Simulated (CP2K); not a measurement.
Carboxyacetonitrile has these distinct O atoms: O5 (bonded to C) and O6 (bonded to C and H).

```xyz
9

N    -2.2762    1.2712    1.2041
C    -1.5463    0.6675    0.5308
C    -0.6436   -0.0948   -0.3174
C     0.8033   -0.0392    0.1607
O     1.2248    0.5617    1.1232
O     1.5849   -0.7830   -0.6702
H    -0.9583   -1.1487   -0.3583
H    -0.6862    0.2760   -1.3528
H     2.4976   -0.7107   -0.3201
```

Their partial O K spectra (CP2K XAS_TDP, all-electron GAPW, PBEh(45%), aug-cc-pVDZ, TDA, GW2X-corrected core level, no relativity) are given in random order, each times the number of alike atoms.

Gaussian full width 0.5 eV, oscillator strength per eV, alike atoms added, rows of zeros left out:

```
E (eV)  curve 1  curve 2
531.75    0.001    0.000
532.00    0.010    0.000
532.25    0.054    0.000
532.50    0.072    0.000
532.75    0.024    0.000
533.00    0.002    0.000
535.75    0.000    0.001
536.00    0.000    0.011
536.25    0.002    0.029
536.50    0.003    0.022
536.75    0.001    0.024
537.00    0.003    0.037
537.25    0.006    0.017
537.50    0.005    0.002
537.75    0.006    0.000
538.00    0.005    0.000
538.25    0.003    0.001
538.50    0.002    0.005
538.75    0.005    0.012
539.00    0.008    0.021
539.25    0.007    0.043
539.50    0.008    0.032
539.75    0.010    0.013
540.00    0.006    0.011
540.25    0.004    0.009
540.50    0.006    0.006
540.75    0.005    0.005
541.00    0.008    0.005
541.25    0.008    0.007
541.50    0.006    0.009
541.75    0.011    0.012
542.00    0.017    0.015
542.25    0.021    0.020
542.50    0.033    0.021
542.75    0.035    0.023
543.00    0.018    0.018
543.25    0.010    0.014
543.50    0.004    0.007
543.75    0.001    0.008
```

Question: Which curve belongs to which atom?

Curve 1: O5 (bonded to C), leading line at 532.43 eV (f = 0.041 an atom), ionisation energy 538.77 eV, term value 6.34 eV. Curve 2: O6 (bonded to C and H), leading line at 536.30 eV (f = 0.016 an atom), ionisation energy 540.66 eV, term value 4.36 eV. The leading line of an atom is its first one with 35 % of the strongest within 2.5 eV of its lowest line over the strength cut. A line lies at the core ionisation energy, which rises as an atom loses charge to its neighbours or to a π system, less the term value, which is large for a low π* or σ* orbital with weight on that atom.

[Banner, clock and machine lines of the logs are left out without a mark of their own.]

[Logs are printed without paths, hosts, clocks, repeated set-up lines and the standing remarks that a program may print on its own settings, such as how far it seeks lower states.]

[Hosts, paths, dates, database ids (printed as entryN), source tags and the programs' standing remarks are cut or masked in the printed files.]
